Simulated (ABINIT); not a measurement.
# Na3OBr (Pm-3m): G0W0 with and without spin-orbit coupling

Wanted: the effect of spin-orbit coupling on the quasiparticle gap of Na3OBr (Pm-3m).

Main program and level: ABINIT 10.8.3; PBEsol and many-body steps on it, plane waves.

This is a report of a sequence of runs, with most program output left out.

## 1. Set-up

It takes space group Pm-3m (No. 221, cubic). Conventional cell: a = 4.533 Å, b = 4.533 Å, c = 4.533 Å, α = 90.00°, β = 90.00°, γ = 90.00°. Nearest to Na lie 2 O at 2.27 Å and 8 Na at 3.21 Å and 4 Br at 3.21 Å. Br has 12 Na at 3.21 Å nearest. O has 6 Na at 2.27 Å nearest. Farther neighbours and most contacts between anions are not listed.

Structure file:

```cif
data_structure
_symmetry_space_group_name_H-M 'Pm-3m'
_symmetry_Int_Tables_number 221
_cell_length_a 4.5331
_cell_length_b 4.5331
_cell_length_c 4.5331
_cell_angle_alpha 90.000
_cell_angle_beta 90.000
_cell_angle_gamma 90.000
_cell_volume 93.15
loop_
_atom_site_label
_atom_site_type_symbol
_atom_site_symmetry_multiplicity
_atom_site_Wyckoff_symbol
_atom_site_fract_x
_atom_site_fract_y
_atom_site_fract_z
_atom_site_occupancy
Na1 Na 3 c 0.00000 0.50000 0.50000 1
Br1 Br 1 a 0.00000 0.00000 0.00000 1
O1 O 1 b 0.50000 0.50000 0.50000 1
```

The cell and positions are those that the Materials Project relaxed with its own functionals (PBE, PBE+U or r2SCAN), kept fixed.

## 2. Empty states on the mesh, 2×2×2 mesh, 71 bands

This step: ABINIT 10.8.3; DFT, PBEsol, plane waves, norm-conserving pseudopotentials.

The sums over transitions need many empty states on a uniform mesh; this step solves for them.

Input file run.abi:

```
acell 3*1.0 Angstrom
rprim 
  4.533130000000 0.000000000000 0.000000000000
  0.000000000000 4.533130000000 0.000000000000
  0.000000000000 0.000000000000 4.533130000000
ntypat 3
znucl 11 35 8
natom 5
typat 1 1 1 2 3
xred 
  0.000000000000 0.500000000000 0.500000000000
  0.500000000000 0.000000000000 0.500000000000
  0.500000000000 0.500000000000 0.000000000000
  0.000000000000 0.000000000000 0.000000000000
  0.500000000000 0.500000000000 0.500000000000
pp_dirpath "pseudos"
pseudos "Na.upf, Br.upf, O.upf"
ecut 38
ngkpt 2 2 2
nshiftk 1
shiftk 0 0 0
kptopt 1
chksymbreak 0
iscf -2
irdden 1
istwfk *1
nband 71
nbdbuf 6
tolwfr 1e-09
nstep 60
prtvol 0
indata_prefix "in"
outdata_prefix "out"
tmpdata_prefix "tmp"
```

Started as:

```bash
OMP_NUM_THREADS=1 mpirun -n 8 abinit run.abi > log
```

The job ended after 13 s (8 MPI ranks of Arm Neoverse V2, shared host; peak memory 0.56 GiB).

This step gave:

```yaml
gap: 1.960 eV
k_of_the_valence_top: 0, 0, 0
k_of_the_conduction_bottom: 0, 0, 0
least_direct_gap: 1.960 eV
k_points_computed: 4
lowest_point_of_the_top_converged_band_above_the_valence_top: 31.52 eV
```

On this mesh the gap is 1.960 eV.

The density comes from a self-consistent run that is not shown.

## 3. Screening, 2×2×2 mesh, 65 bands, screening to 98 eV

The RPA dielectric matrix is built and inverted for each q.

This step: RPA screening on PBEsol, plane waves, norm-conserving pseudopotentials.

Edit run.abi of step 2 so:

```diff
@@ -23,10 +23,11 @@
 chksymbreak 0
-iscf -2
-irdden 1
 istwfk *1
-nband 71
-nbdbuf 6
-tolwfr 1e-09
-nstep 60
-prtvol 0
+occopt 1
+irdwfk 1
+optdriver 3
+nband 65
+ecuteps 3.6
+inclvkb 0
+awtr 1
+symchi 1
 indata_prefix "in"
```

Elapsed: 3.4 s, on 8 MPI ranks; peak memory 1.2 GiB.

This step gave:

```yaml
eps_infinity_with_local_fields_on_this_mesh_along_the_program_s_q_direction: 5.656
the_same_without_local_fields: 6.187
plasma_frequency: 24.33 eV
plane_waves_in_the_screening_matrix: 203
```

Local fields lower ε∞ by 9 %. On a Γ-centred mesh this coarse the value itself is usually too large, while a short band sum pulls it down.

## 4. Scalar-relativistic

The self-energy is evaluated for the states that the input lists, and the levels follow from it, in one-shot runs by the linearised quasiparticle equation.

This step: G0W0 on PBEsol, plane waves, norm-conserving pseudopotentials.

Edit run.abi of step 3 so:

```diff
@@ -26,8 +26,15 @@
 irdwfk 1
-optdriver 3
+optdriver 4
 nband 65
+gwcalctyp 0
+ecutsigx 38
+symsigma 1
+nkptgw 1
+kptgw 
+  0.0000000000 0.0000000000 0.0000000000
+bdgw 
+  18 23
 ecuteps 3.6
-inclvkb 0
-awtr 1
-symchi 1
+irdscr 1
+ppmodel 1
 indata_prefix "in"
```

It took 3 s on 8 MPI ranks; peak memory 0.18 GiB; 23 s of CPU time.

This step gave:

| Quantity | Value |
| --- | --- |
| G0W0 gap on the points computed | 3.119 eV |
| starting gap on the mesh | 1.960 eV |
| k of the valence top | 0, 0, 0 |
| k of the conduction bottom | 0, 0, 0 |
| Z at the valence top | 0.741 |
| Z at the conduction bottom | 0.828 |
| least direct G0W0 gap on the computed points | 3.119 eV |

The gap on the mesh goes from 1.96 eV to 3.12 eV, a correction of +1.16 eV.

## 5. Empty states on the mesh, 2×2×2 mesh, 142 bands

This step: DFT, PBEsol with spin-orbit coupling, plane waves, norm-conserving pseudopotentials.

Edit run.abi of step 4 so:

```diff
@@ -18,2 +18,3 @@
 ecut 38
+nspinor 2
 ngkpt 2 2 2
@@ -23,18 +24,10 @@
 chksymbreak 0
+iscf -2
+irdden 1
 istwfk *1
-occopt 1
-irdwfk 1
-optdriver 4
-nband 65
-gwcalctyp 0
-ecutsigx 38
-symsigma 1
-nkptgw 1
-kptgw 
-  0.0000000000 0.0000000000 0.0000000000
-bdgw 
-  18 23
-ecuteps 3.6
-irdscr 1
-ppmodel 1
+nband 142
+nbdbuf 12
+tolwfr 1e-09
+nstep 60
+prtvol 0
 indata_prefix "in"
```

The job ended after 65 s (8 MPI ranks; peak memory 0.77 GiB; 8.6 min of CPU time).

Numbers from this step:

* gap: 1.940 eV
* k of the valence top: 0, 0, 0
* k of the conduction bottom: 0, 0, 0
* least direct gap: 1.940 eV
* k points computed: 4
* lowest point of the top converged band, above the valence top: 31.50 eV

On this mesh the gap is 1.940 eV.

The density comes from a self-consistent run that is not shown, made with spin-orbit coupling and fully relativistic files.

## 6. Screening, 2×2×2 mesh, 130 bands, screening to 98 eV

This step: RPA screening on PBEsol with spin-orbit coupling, plane waves, norm-conserving pseudopotentials.

Edit run.abi of step 5 so:

```diff
@@ -24,10 +24,11 @@
 chksymbreak 0
-iscf -2
-irdden 1
 istwfk *1
-nband 142
-nbdbuf 12
-tolwfr 1e-09
-nstep 60
-prtvol 0
+occopt 1
+irdwfk 1
+optdriver 3
+nband 130
+ecuteps 3.6
+inclvkb 0
+awtr 1
+symchi 1
 indata_prefix "in"
```

The job ended after 12 s (8 MPI ranks; peak memory 2.7 GiB; 94 s of CPU time).

Numbers from this step:

```yaml
eps_infinity_with_local_fields_on_this_mesh_along_the_program_s_q_direction: 5.672
the_same_without_local_fields: 6.203
plasma_frequency: 24.33 eV
plane_waves_in_the_screening_matrix: 203
```

## 7. With spin-orbit coupling

This step: G0W0 on PBEsol with spin-orbit coupling, plane waves, norm-conserving pseudopotentials.

Edit run.abi of step 6 so:

```diff
@@ -27,8 +27,15 @@
 irdwfk 1
-optdriver 3
+optdriver 4
 nband 130
+gwcalctyp 0
+ecutsigx 38
+symsigma 0
+nkptgw 1
+kptgw 
+  0.0000000000 0.0000000000 0.0000000000
+bdgw 
+  37 46
 ecuteps 3.6
-inclvkb 0
-awtr 1
-symchi 1
+irdscr 1
+ppmodel 1
 indata_prefix "in"
```

Wall time 9.7 s (8 MPI ranks); peak memory 2.3 GiB; 77 s of CPU time.

Numbers from this step:

```yaml
g0w0_gap_on_the_points_computed: 3.096 eV
starting_gap_on_the_mesh: 1.940 eV
k_of_the_valence_top: 0, 0, 0
k_of_the_conduction_bottom: 0, 0, 0
z_at_the_valence_top: 0.741
z_at_the_conduction_bottom: 0.828
least_direct_g0w0_gap_on_the_computed_points: 3.096 eV
```

Against G0W0 in ABINIT (2×2×2 mesh, 65 bands, screening to 98 eV, Godby-Needs plasmon pole), the gap moves by −0.023 eV.

## 8. Side by side

Times are wall times on 8 MPI ranks of Arm Neoverse V2, shared host, good to a factor of about two. A run's time includes the screening step that it read.

```tsv
run	mesh	bands	screening cutoff (eV)	DFT gap (eV)	gap on the mesh (eV)	direct (eV)	ε∞ used	time
scalar-relativistic	2×2×2	65	98	1.960	3.119	3.119	5.66	6.5 s
with spin-orbit coupling	2×2×2	130	98	1.940	3.096	3.096	5.67	22 s
```

## 9. Results

```json
{
  "scalar-relativistic": "3.119 eV",
  "with spin-orbit coupling": "3.096 eV",
  "known limits": "not at the basis limit; screening head approximate; no spin-orbit coupling in some runs; coarse k mesh"
}
```

With spin-orbit coupling: −0.023 eV against scalar-relativistic, −0.020 eV of it in the start. Bands and cutoff are finite, so the gap is not at the basis limit. The miss can reach some tenths of an eV and take either sign; the mesh is an error of its own. In the G0W0 runs levels were corrected at 1 k point alone, so a gap called «on the mesh» is the least over those, and an edge elsewhere would be missed. The 2×2×2 mesh is coarse for this cell, which bears on the long-range parts of exchange and screening. The long-wavelength limit of the screening leaves out the non-local commutator, which shifts ε∞.

[Paths, hosts, dates, memory and timing lines, banners, echoed tables and standing remarks are left out of the program output.]

[Logs are printed without paths, hosts, clocks, repeated set-up lines and the standing remarks that a program may print on its own settings, such as how far it seeks lower states.]

[Runs of the session that timed out or met a known fault of the program may be left out.]

[Hosts, paths, dates, database ids (printed as entryN), source tags and the programs' standing remarks are cut or masked in the printed files.]

[G0W0 gaps are taken among the corrected bands and points alone; a level outside them can change the order at an edge.]

[Where Ansatz stands beside ABINIT at settings called matched, ABINIT's density can come from a denser mesh and the files from another edition; pairs whose starting gaps differed by over 0.03 eV were left out, so agreement reads better than it is.]
